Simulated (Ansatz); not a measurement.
# (SiC)1(AlN)3 [001] superlattice, started as zinc blende: the cell at rest

Aim: bring (SiC)1(AlN)3 [001] superlattice, started as zinc blende to small forces and stress, as phonons need.

Program: Ansatz 0.2.0. Level of theory: DFT PBEsol, scalar-relativistic, plane waves, PAW. Results are calculated unless marked as measured.

The structure was built from a prototype and need not be the compound's stable phase.

**1. The structure**

It takes space group Pmm2 (No. 25, orthorhombic). Conventional cell: a = 3.094 Å, b = 3.094 Å, c = 8.750 Å, α = 90.00°, β = 90.00°, γ = 90.00°. Al has 2 N at 1.89 Å and 2 C at 1.89 Å nearest. Al has 4 N at 1.89 Å nearest. Nearest to Al lie 4 N at 1.89 Å. Nearest to C lie 2 Al at 1.89 Å and 2 Si at 1.89 Å. N has 4 Al at 1.89 Å nearest. N has 4 Al at 1.89 Å nearest. Farther neighbours and most contacts between anions are not listed.

As a file:

```cif
data_structure
_symmetry_space_group_name_H-M 'Pmm2'
_symmetry_Int_Tables_number 25
_cell_length_a 3.0936
_cell_length_b 3.0936
_cell_length_c 8.7500
_cell_angle_alpha 90.000
_cell_angle_beta 90.000
_cell_angle_gamma 90.000
_cell_volume 83.74
loop_
_atom_site_label
_atom_site_type_symbol
_atom_site_symmetry_multiplicity
_atom_site_Wyckoff_symbol
_atom_site_fract_x
_atom_site_fract_y
_atom_site_fract_z
_atom_site_occupancy
Al1 Al 1 d 0.50000 0.50000 0.25000 1
Al2 Al 1 a 0.00000 0.00000 0.50000 1
Al3 Al 1 d 0.50000 0.50000 0.75000 1
C1 C 1 c 0.50000 0.00000 0.12500 1
N1 N 1 b 0.00000 0.50000 0.37500 1
N2 N 1 c 0.50000 0.00000 0.62500 1
N3 N 1 b 0.00000 0.50000 0.87500 1
Si1 Si 1 a 0.00000 0.00000 0.00000 1
```

**2. Probe on a coarse mesh**

A quick single point on a coarse mesh tells whether the cell has a gap and how far it is from rest, which sets the k mesh and smearing that follow.

Input file input.yaml:

```yaml
crystal:
  lattice:
    - [2.1875, 2.1875, 0.0]
    - [-2.1875, 2.1875, 0.0]
    - [0.0, 0.0, 8.75]
  atoms:
    - { symbol: Al, position: [0.5, 0.5, 0.25] }
    - { symbol: Al, position: [0.0, 0.0, 0.5] }
    - { symbol: Al, position: [0.5, 0.5, 0.75] }
    - { symbol: C, position: [0.5, 1.0, 0.125] }
    - { symbol: "N", position: [0.0, 0.5, 0.375] }
    - { symbol: "N", position: [0.5, 1.0, 0.625] }
    - { symbol: "N", position: [0.0, 0.5, 0.875] }
    - { symbol: Si, position: [0.0, 0.0, 0.0] }
kpoints:
  mp_grid: { grid: [6, 6, 2] }
hamiltonian:
  xc: pbesol
scf:
  occupations: { method: gaussian, width: 0.1 }
output:
  forces: true
  stress: true
  eigenvalues: true
```

Launch:

```
ansatz run input.yaml --threads 8 --pin off --max-ram 14336MiB --backend cpu --events-out ev --progress --plain --runs-dir out
```

Numbers of over 12 decimals in the logs are rounded to 6 here.

Output:

```text
Engine: ansatz 0.2.0, aarch64-unknown-linux-gnu
Pseudopotentials: kind: paw
Pseudopotential: Al, paw, valence charge 3, recommended cutoff 420 eV (normal), Al.paw.azcp
Pseudopotential: C, paw, valence charge 4, recommended cutoff 420 eV (normal), C.paw.azcp
Pseudopotential: N, paw, valence charge 5, recommended cutoff 420 eV (normal), N.paw.azcp
[...]
k-point 0: bands = [... 12 lower, 6.7092, 7.5188, 7.8458, 8.5444, 9.6565, 11.3985, 13.0032, 13.5322, ... 2 higher]
  k-point 1: bands = [... 12 lower, 6.7840, 6.8135, 7.7649, 8.5041, 10.1378, 11.2583, 12.5450, 13.4157, ... 2 higher]
  k-point 2: bands = [... 12 lower, 6.7760, 7.3089, 7.3886, 7.8731, 10.7836, 12.3696, 13.7305, 14.0920, ... 2 higher]
  k-point 31: bands = [... 12 lower, 4.7195, 5.2376, 5.5335, 5.8682, 11.0166, 11.2260, 11.3981, 12.2782, ... 2 higher]
[key lines of the parts left out:]
SCF converged after 7 iterations
Free energy (F): -3585.425019 eV
Fermi energy:    9.387962 eV
P = ⅓ Tr σ = 0.4265 GPa (4.265 kbar)
```

It took 0.86 s on 8 threads of Arm Neoverse V2, shared host; peak memory 0.4 GiB; 5.6 s of CPU time.

A gap read on the k-mesh alone can miss the band edges.

Numbers from this step:

```
pressure           : 0.4265 GPa
volume per atom    : 10.47 Å³
gap on the k-mesh  : 0.5486 eV
direct gap on mesh : 1.112 eV
```

The coarse mesh shows a gap of 0.55 eV and a pressure of 0.4 GPa.

**3. Rough relaxation**

The start is far from rest, so a relaxation with loose tolerances brings it close first.

input.yaml, as its differences from that of step 2:

```diff
@@ -24 +24,6 @@
   eigenvalues: true
+relax:
+  adjacent_minimum: "off"
+  f_tol: 0.05
+  max_steps: 80
+  cell: { stress_tol: 0.5 }
```

Output:

```text
[...]
Crystal: 8 atoms, lattice volume = 83.740 Å³
Basis set: ecut = 420 eV, 1653 PW (Γ), exchange–correlation on 48×48×120 points (8 copies of the dense FFT grid, shifted against one another)
Bands: 24, of which v1, the nominal top of the filled ones, is band 16 counted from 1 (15 counted from 0)
Symmetry: 4 space group operations
[...]
k-points: 32 of 72
[...]
- [-2.190515, 2.190515, 0]
    - [0, 0, 8.744039]
  atoms:
    - { symbol: Al, position: [0.5, 0.5, 0.249333] }
    - { symbol: Al, position: [0, 0, 0.500516] }
    - { symbol: Al, position: [0.5, 0.5, 0.750436] }
    - { symbol: C, position: [0.500000, 1.000000, 0.110824] }
    - { symbol: N, position: [0, 0.5, 0.379363] }
    - { symbol: N, position: [0.500000, 1.000000, 0.629464] }
    - { symbol: N, position: [0, 0.5, 0.878172] }
    - { symbol: Si, position: [0, 0, 0.0018926] }
[key lines of the parts left out:]
SCF converged after 4 iterations
Free energy (F): -3585.705842 eV
Fermi energy:    9.527319 eV
P = ⅓ Tr σ = -0.0546 GPa (-0.546 kbar)
```

Elapsed: 4.5 s, on 8 threads; peak memory 0.45 GiB.

Relaxation path:

| step | energy less that of the first step (eV) | largest force component (eV/Å) | pressure (GPa) | volume (Å³) |
| --- | --- | --- | --- | --- |
| 1 | 0.0000 | 3.5831 | 0.43 | 83.74 |
| 2 | -0.2209 | 1.6453 | -0.13 | 83.83 |
| 3 | -0.2803 | 0.0697 | 0.22 | 83.74 |
| 4 | -0.2804 | 0.0126 | -0.05 | 83.84 |
| 5* | -0.2808 | 0.0126 | -0.05 | 83.84 |

Relaxation steps marked * repeat the geometry before them on a plane-wave basis chosen anew for their cell, so energy and pressure can jump there.

The run keeps the 4 symmetry operations that it works with, so distortions that break them were not tested.

| conventional cell, symmetrised | before | after | change |
| --- | --- | --- | --- |
| a (Å) | 3.094 | 3.095 | +0.0 % |
| b (Å) | 3.094 | 3.098 | +0.1 % |
| c (Å) | 8.750 | 8.744 | -0.1 % |
| volume (Å³/atom) | 10.47 | 10.48 | +0.1 % |

The atoms that moved most (Å, as changes of fractional coordinates times the final cell):

| atom | dx | dy | dz | length |
| --- | --- | --- | --- | --- |
| C4 | 0.000 | 0.000 | -0.124 | 0.124 |
| N6 | 0.000 | 0.000 | 0.039 | 0.039 |
| N5 | 0.000 | 0.000 | 0.038 | 0.038 |
| N7 | 0.000 | 0.000 | 0.028 | 0.028 |
| Si8 | 0.000 | 0.000 | 0.017 | 0.017 |
| Al1 | 0.000 | 0.000 | -0.006 | 0.006 |

Numbers from this step:

- pressure: -0.05457 GPa
- volume per atom: 10.48 Å³
- gap on the k-mesh: 0.7342 eV
- direct gap on mesh: 1.336 eV

In this step the volume went from 10.47 to 10.48 Å³/atom.

**4. Relaxation**

The cell and atoms are relaxed, since residual forces and stress would shift the frequencies.

Input file input.yaml:

```yaml
crystal:
  lattice:
    - [2.1885670175, 2.1885670175, 0.0]
    - [-2.1905145024, 2.1905145024, 0.0]
    - [0.0, 0.0, 8.7440391402]
  atoms:
    - { symbol: Al, position: [0.5, 0.5, 0.2493333869] }
    - { symbol: Al, position: [0.0, 0.0, 0.5005157657] }
    - { symbol: Al, position: [0.5, 0.5, 0.7504355258] }
    - { symbol: C, position: [0.5, 1.0, 0.1108238451] }
    - { symbol: "N", position: [0.0, 0.5, 0.3793628993] }
    - { symbol: "N", position: [0.5, 1.0, 0.6294639618] }
    - { symbol: "N", position: [0.0, 0.5, 0.8781720167] }
    - { symbol: Si, position: [0.0, 0.0, 0.0018925988] }
kpoints:
  mp_grid: { grid: [8, 8, 4] }
hamiltonian:
  xc: pbesol
scf:
  occupations: { method: gaussian, width: 0.02 }
output:
  forces: true
  stress: true
  eigenvalues: true
  write_density: true
  write_potential: true
  elf: true
  volumetric_format: npy
relax:
  adjacent_minimum: "off"
  f_tol: 0.005
  max_steps: 80
  cell: { stress_tol: 0.05 }
```

Output:

```text
[...]
Crystal: 8 atoms, lattice volume = 83.839 Å³
Basis set: ecut = 420 eV, 1653 PW (Γ), exchange–correlation on 48×48×120 points (8 copies of the dense FFT grid, shifted against one another)
Bands: 24, of which v1, the nominal top of the filled ones, is band 16 counted from 1 (15 counted from 0)
[... 1 set-up line as in the run before ...]
[...]
k-points: 75 of 256 (time reversal used)
[...]
SCF iter   1: F=—  HF=-3585.738861 eV  |F-HF|=—  |Δ(HF+E_count)|=         —  Δρ=9.62e-3  dr2=1.01e-1  ethr=1.77e-3  ⟨swp⟩=6.9  Hψ=10321  notcnv=0  defer=4
[...]
SCF iter   7: F=-3585.710823 eV  HF=-3585.710823 eV  |F-HF|=4.45e-9  |Δ(HF+E_count)|=   2.27e-7  Δρ=8.14e-6  dr2=3.48e-8  ethr=3.13e-10  ⟨swp⟩=12.2  Hψ=12842  notcnv=0
SCF 1 converged in 7 iterations: F = -3585.710823 eV  dr2 = 3.48e-8
[...]
relax step   1: F+E_penalty+E_count = -3585.71082258 eV  Δ(F+E_penalty+E_count) = +0.000e0 eV  max|allowed force component| = 9.428e-3 eV/Å  Δτ_max = 0.0000 Å  P = -0.053 GPa  Ω = 83.839 Å³  (7 SCF iters, dr2 threshold 1.00e-7 eV, accepted)
Crystal: 8 atoms, lattice volume = 83.829 Å³
[...]
SCF iter   4: F=-3585.710872 eV  HF=-3585.710872 eV  |F-HF|=4.42e-9  |Δ(HF+E_count)|=   1.61e-8  Δρ=2.91e-6  dr2=7.17e-9  ethr=1.48e-10  ⟨swp⟩=7.3  Hψ=9305  notcnv=0
SCF 2 converged in 4 iterations: F = -3585.710872 eV  dr2 = 7.17e-9
relax step   2: F+E_penalty+E_count = -3585.71087246 eV  Δ(F+E_penalty+E_count) = -4.987e-5 eV  max|allowed force component| = 2.234e-3 eV/Å  Δτ_max = 0.0004 Å  P = -0.025 GPa  Ω = 83.829 Å³  energy of the carried Pulay correction = +3.029e-5 eV  (4 SCF iters, dr2 threshold 4.72e-8 eV, accepted)
[...]
SCF iter   1: F=—  HF=-3585.710898 eV  |F-HF|=—  |Δ(HF+E_count)|=         —  Δρ=4.40e-6  dr2=9.45e-9  ethr=3.49e-7  ⟨swp⟩=3.0  Hψ=15322  notcnv=0
eigensolver tolerance schedule: the retry pair's looser diagonalisation over-reported the residual by 11828.02 of it (diagonalisation noise at an unbounded share of the residual, at the tolerance the schedule requests for it); recorded, not acted on — ethr = c·dr2/N_el stays at c = 1.0e-1
[...]
SCF iter   2: F=—  HF=-3585.710849 eV  |F-HF|=—  |Δ(HF+E_count)|=   4.84e-5  Δρ=1.89e-6  dr2=1.40e-9  ethr=2.95e-11  ⟨swp⟩=2.8  Hψ=3481  notcnv=0
[...]
SCF iter   4: F=-3585.710849 eV  HF=-3585.710849 eV  |F-HF|=2.00e-11  |Δ(HF+E_count)|=  3.78e-10  Δρ=2.31e-7  dr2=4.21e-11  ethr=1.00e-12  ⟨swp⟩=4.3  Hψ=8664  notcnv=0
SCF 3 converged in 4 iterations: F = -3585.710849 eV  dr2 = 4.21e-11
relax step   3: F+E_penalty+E_count = -3585.71084922 eV  Δ(F+E_penalty+E_count) = +2.324e-5 eV  max|allowed force component| = 2.251e-3 eV/Å  Δτ_max = 0.0000 Å  P = -0.026 GPa  Ω = 83.829 Å³  stress off target by 4.31e-2 GPa  SCF on the basis re-selected at this cell (its energy is not comparable with the rows above)  (4 SCF iters)
basis re-selected at this cell: Δ(F+E_penalty+E_count) = +2.324e-5 eV, ΔP = -0.001 GPa vs the last step (what re-selecting the basis moved, of the pressure what is left beyond the Pulay correction that the steps carried, after the strain that the cell walked since its last selection, with what the two solves' SCF thresholds leave and, on support functions, any second-order correction that the steps lacked; it is no m [...]
SCF converged after 4 iterations
Free energy (F): -3585.710849 eV
[...]
Internal energy: -3585.710849 eV  (E = F + TS)
E sigma→0 (E₀):  -3585.710849 eV
Fermi energy:    9.525865 eV
[...]
--- Forces (eV/Å), atoms counted from 1 ---
  atom   1  Al     0.00000000     0.00000000    -0.00177333
  atom   2  Al     0.00000000     0.00000000    -0.00072509
  atom   3  Al     0.00000000    -0.00000000    -0.00016173
  atom   4  C      0.00000000     0.00000000    -0.00059104
  atom   5  N     -0.00000000     0.00000000     0.00093968
  atom   6  N     -0.00000000     0.00000000     0.00074007
  atom   7  N      0.00000000    -0.00000000     0.00225148
  atom   8  Si     0.00000000     0.00000000    -0.00067618
  max |Σ_I F_I| component: 3.86e-6 eV/Å
--- Stress (GPa, compression-positive) ---
       -0.025400       0.017683      -0.000000
        0.017683      -0.025400       0.000000
       -0.000000       0.000000      -0.026390
  P = ⅓ Tr σ = -0.0257 GPa (-0.257 kbar)
--- Band table (eV; the first three rows and the last of 75) ---
  k-point 0: bands = [... 12 lower, 6.4954, 7.4277, 7.4668, 8.5560, 9.8975, 11.4964, 12.8432, 13.4476, ... 4 higher]
  k-point 1: bands = [... 12 lower, 6.6318, 7.0710, 7.4046, 8.5385, 10.1236, 11.5509, 12.3611, 13.5384, ... 4 higher]
  k-point 2: bands = [... 12 lower, 6.5338, 6.7687, 7.3237, 8.5208, 10.5095, 11.1614, 12.4129, 13.4181, ... 4 higher]
  k-point 74: bands = [... 12 lower, 4.6051, 4.9682, 5.5797, 5.8200, 10.9765, 11.3960, 11.6086, 12.0730, ... 4 higher]
--- Relaxed structure (2 steps of the walk, 2 accepted, 1 SCFs on fresh bases) ---
[...]
cell:  # Å, volume = 83.8287 Å³
    - [2.187852, 2.187852, 0]
    - [-2.191068, 2.191068, 0]
    - [0, 0, 8.743576]
  atoms:
    - { symbol: Al, position: [0.5, 0.500000, 0.249287] }
    - { symbol: Al, position: [0, 0, 0.500487] }
    - { symbol: Al, position: [0.5, 0.500000, 0.750429] }
    - { symbol: C, position: [0.5, 1.000000, 0.110838] }
    - { symbol: N, position: [0, 0.5, 0.379385] }
    - { symbol: N, position: [0.5, 1.000000, 0.629505] }
    - { symbol: N, position: [0, 0.5, 0.878220] }
    - { symbol: Si, position: [0, 0, 0.00184859] }
```

Wall time 5.8 s (8 threads); peak memory 0.53 GiB.

Little changed from the start: no atom moved by 0.005 Å and no cell edge by 0.1 %.

Numbers from this step:

* pressure: -0.02573 GPa
* gap on the k-mesh: 0.7416 eV
* direct gap on mesh: 1.342 eV

Electrostatic potential energy in the ac plane at fractional y = 0.000, with atoms of Al and C and N and Si within 0.2 Å of it. With pseudopotentials it is smooth inside the atoms' cores, unlike the true potential.

Ten even steps from '_' (-55 eV) to '@' (12 eV), each cell a mean:
```
____::==##%%@@@@@@@@@@%%##==::__
====++##%%@@@@@@@@@@@@@@%%##++==
%%%%%%%%@@@@@@@@@@@@@@@@@@%%%%%%
@@@@@@@@@@@@@@@@@@@@@@@@@@@@@@@@
@@@@@@@@@@@@@@@@@@@@@@@@@@@@@@@@
@@@@@@@@@@@@@@@@@@@@@@@@@@@@@@@@
@@@@@@@@@@@@@@%%%%%%@@@@@@@@@@@@
@@@@@@@@@@##++--::--++##@@@@@@@@
@@@@@@@@%%**::______::**%%@@@@@@
######%%%%##==::..::==##%%%%####
##########%%%%######%%%%########
@@%%##**##%%@@@@@@@@@@%%##**##%%
%%%%##**##%%@@@@@@@@@@%%##**##%%
########%%@@@@@@@@@@@@@@%%######
%%%%%%@@@@@@@@@@@@@@@@@@@@@@%%%%
@@@@@@@@@@@@@@@@@@@@@@@@@@@@@@@@
@@@@@@@@@@@@@@@@@@@@@@@@@@@@@@@@
@@@@@@@@@@@@@@@@@@@@@@@@@@@@@@@@
@@@@@@@@@@@@@@@@@@@@@@@@@@@@@@@@
@@@@@@@@@@%%##**++**##%%@@@@@@@@
@@@@@@@@%%**--______--**%%@@@@@@
****##%%%%**::______::**%%%%##**
..::--++####**++==++**####++--::
____..--**%%%%@@@@@@%%%%**--..__
```
Columns run along a (3.1 Å; values clipped at the 3rd and 97th percentile), rows up along c (8.7 Å). Atoms in or near the plane, at fractional coordinates: Al at (0.00, 0.50), C at (0.50, 0.11), N at (0.50, 0.63), Si at (0.00, 0.00).

ELF in the ac plane at fractional y = 0.000, with atoms of Al and C and N and Si within 0.2 Å of it. It is the smooth field of the valence electrons, not physical close to the nuclei.

Ten even steps from '0' (0.01) to '9' (0.91), each cell a mean:
```
2112566555665211
2222222222222222
2222110000011222
1110000000000011
0000011222110000
0000235666532000
0013578888875310
0136788666887631
1258886202688852
1268998646899862
0027999989999720
0001577777775100
0000122333221000
0001111000111100
1111110000011111
1110000000000011
0000011222110000
0000135666531000
0012568888865210
1135678777876531
2357875212578753
3479986202689974
1379998767899973
4236999878999632
```
Columns run along a (3.1 Å), rows up along c (8.7 Å). Atoms in or near the plane, at fractional coordinates: Al at (0.00, 0.50), C at (0.50, 0.11), N at (0.50, 0.63), Si at (0.00, 0.00).

Valence density in the ac plane at fractional y = 0.000, with atoms of Al and C and N and Si within 0.2 Å of it. It is the smooth field of the valence electrons, not physical close to the nuclei.

Values in e/Å³, 24 rows by 16 columns, each cell a mean:
```
0.1 0.1 0.2 0.3 0.3 0.3 0.3 0.3 0.2 0.3 0.3 0.3 0.3 0.3 0.2 0.1
0.3 0.3 0.3 0.2 0.2 0.2 0.1 0.1 0.1 0.1 0.1 0.2 0.2 0.2 0.3 0.3
0.2 0.2 0.2 0.2 0.1 0.1 0.1 0.1 0.1 0.1 0.1 0.1 0.1 0.2 0.2 0.2
0.1 0.1 0.1 0.1 0.1 0.1 0.1 0.1 0.1 0.1 0.1 0.1 0.1 0.1 0.1 0.1
0.1 0.1 0.1 0.1 0.1 0.1 0.1 0.1 0.1 0.1 0.1 0.1 0.1 0.1 0.1 0.1
0.1 0.1 0.1 0.1 0.1 0.2 0.2 0.3 0.3 0.3 0.2 0.2 0.1 0.1 0.1 0.1
0.1 0.1 0.1 0.2 0.3 0.4 0.7 0.9 1.0 0.9 0.7 0.4 0.3 0.2 0.1 0.1
0.1 0.1 0.2 0.3 0.6 1.1 1.8 2.6 2.8 2.6 1.8 1.1 0.6 0.3 0.2 0.1
0.2 0.2 0.3 0.5 0.9 1.7 2.9 3.5 3.6 3.5 2.9 1.7 0.9 0.5 0.3 0.2
0.2 0.2 0.3 0.5 0.8 1.4 2.3 3.0 3.2 3.0 2.3 1.4 0.8 0.5 0.3 0.2
0.1 0.1 0.2 0.3 0.5 0.8 1.0 1.3 1.4 1.3 1.0 0.8 0.5 0.3 0.2 0.1
0.1 0.1 0.1 0.2 0.3 0.3 0.4 0.4 0.4 0.4 0.4 0.3 0.3 0.2 0.1 0.1
0.1 0.1 0.1 0.1 0.1 0.2 0.1 0.1 0.1 0.1 0.1 0.2 0.1 0.1 0.1 0.1
0.1 0.1 0.1 0.1 0.1 0.1 0.1 0.1 0.1 0.1 0.1 0.1 0.1 0.1 0.1 0.1
0.2 0.2 0.2 0.1 0.1 0.1 0.1 0.1 0.1 0.1 0.1 0.1 0.1 0.1 0.2 0.2
0.1 0.1 0.1 0.1 0.1 0.1 0.1 0.1 0.1 0.1 0.1 0.1 0.1 0.1 0.1 0.1
0.1 0.1 0.1 0.1 0.1 0.1 0.1 0.1 0.1 0.1 0.1 0.1 0.1 0.1 0.1 0.1
0.1 0.1 0.1 0.1 0.1 0.1 0.2 0.2 0.2 0.2 0.2 0.1 0.1 0.1 0.1 0.1
0.1 0.1 0.1 0.1 0.2 0.3 0.4 0.5 0.6 0.5 0.4 0.3 0.2 0.1 0.1 0.1
0.1 0.1 0.2 0.3 0.4 0.6 0.9 1.2 1.3 1.2 0.9 0.6 0.4 0.3 0.2 0.1
0.2 0.2 0.3 0.5 0.7 1.1 1.5 1.7 1.8 1.7 1.5 1.1 0.7 0.5 0.3 0.2
0.3 0.4 0.5 0.7 1.0 1.3 1.7 1.8 1.8 1.8 1.7 1.3 1.0 0.7 0.5 0.4
0.2 0.3 0.5 0.7 0.9 1.1 1.3 1.3 1.3 1.3 1.3 1.1 0.9 0.7 0.5 0.3
0.1 0.1 0.3 0.5 0.6 0.7 0.6 0.6 0.6 0.6 0.6 0.7 0.6 0.5 0.3 0.1
```
Columns run along a (3.1 Å), rows up along c (8.7 Å). Atoms in or near the plane, at fractional coordinates: Al at (0.00, 0.50), C at (0.50, 0.11), N at (0.50, 0.63), Si at (0.00, 0.00).

In this step the volume went from 10.48 to 10.48 Å³/atom.

**5. Tight relaxation**

Phonons need a cell at rest on their own settings, so the relaxation is repeated with tight tolerances on forces and stress on the k mesh and occupations of the first response run.

Input file input.yaml:

```yaml
crystal:
  lattice:
    - [2.1878520748, 2.1878520748, 0.0]
    - [-2.1910683589, 2.1910683589, 0.0]
    - [0.0, 0.0, 8.7435757739]
  atoms:
    - { symbol: Al, position: [0.5, 0.5, 0.2492874016] }
    - { symbol: Al, position: [0.0, 0.0, 0.5004871497] }
    - { symbol: Al, position: [0.5, 0.5, 0.7504289641] }
    - { symbol: C, position: [0.5, 1.0, 0.1108375934] }
    - { symbol: "N", position: [0.0, 0.5, 0.3793849122] }
    - { symbol: "N", position: [0.5, 1.0, 0.6295052366] }
    - { symbol: "N", position: [0.0, 0.5, 0.8782201562] }
    - { symbol: Si, position: [0.0, 0.0, 0.0018485863] }
kpoints:
  mp_grid: { grid: [8, 8, 4] }
hamiltonian:
  xc: pbesol
scf:
  occupations: { method: fixed }
output:
  forces: true
  stress: true
  eigenvalues: true
relax:
  adjacent_minimum: "off"
  f_tol: 0.001
  max_steps: 60
  cell: { stress_tol: 0.01 }
```

Output:

```text
[...]
Crystal: 8 atoms, lattice volume = 83.829 Å³
Basis set: ecut = 420 eV, 1653 PW (Γ), exchange–correlation on 48×48×120 points (8 copies of the dense FFT grid, shifted against one another)
Bands: 24, of which v1, the nominal top of the filled ones, is band 16 counted from 1 (15 counted from 0)
[... 1 set-up line as in the run before ...]
[...]
k-points: 75 of 256 (time reversal used)
[...]
- [-2.190898, 2.190898, 0]
    - [0, 0, 8.743186]
  atoms:
    - { symbol: Al, position: [0.5, 0.500000, 0.249277] }
    - { symbol: Al, position: [0, 0, 0.500488] }
    - { symbol: Al, position: [0.5, 0.500000, 0.750441] }
    - { symbol: C, position: [0.500000, 1.0, 0.110826] }
    - { symbol: N, position: [0, 0.5, 0.379379] }
    - { symbol: N, position: [0.500000, 1.0, 0.629510] }
    - { symbol: N, position: [0, 0.5, 0.878232] }
    - { symbol: Si, position: [0, 0, 0.00184662] }
[key lines of the parts left out:]
SCF converged after 6 iterations
Free energy (F): -3585.710849 eV
Fermi energy:    9.156695 eV
P = ⅓ Tr σ = -0.0001 GPa (-0.001 kbar)
```

Wall time 7.2 s (8 threads); peak memory 0.52 GiB; 54 s of CPU time.

Little changed from the start: no atom moved by 0.005 Å and no cell edge by 0.1 %.

Numbers from this step:

```yaml
pressure: -9.74e-5 GPa
gap_on_the_k_mesh: 0.7413 eV
direct_gap_on_mesh: 1.341 eV
```

The largest force component left is 0.61 meV/Å and the pressure is 0.000 GPa, within the tolerances set. The cell now holds 10.48 Å³/atom.

**6. Outcome**

```
space group after relaxation (within 0.01 Å) : Pmm2
lattice constant a                           : 3.094 Å
lattice constant b                           : 3.098 Å
lattice constant c                           : 8.743 Å
volume per atom                              : 10.5 Å³
gap on the k-mesh                            : 0.741 eV
```

What this shows: The largest force component left is 0.61 meV/Å and the pressure is 0.000 GPa, within the tolerances set. The cell now holds 10.48 Å³/atom. The relaxation keeps the symmetry of its start, so it says nothing on stability against lower symmetry. The starting cell was built on a prototype and not taken from a measurement, so the phase need not exist.

[Logs are printed without paths, hosts, clocks, repeated set-up lines and the standing remarks that a program may print on its own settings, such as how far it seeks lower states.]

[Hosts, paths, dates, database ids (printed as entryN), source tags and the programs' standing remarks are cut or masked in the printed files.]
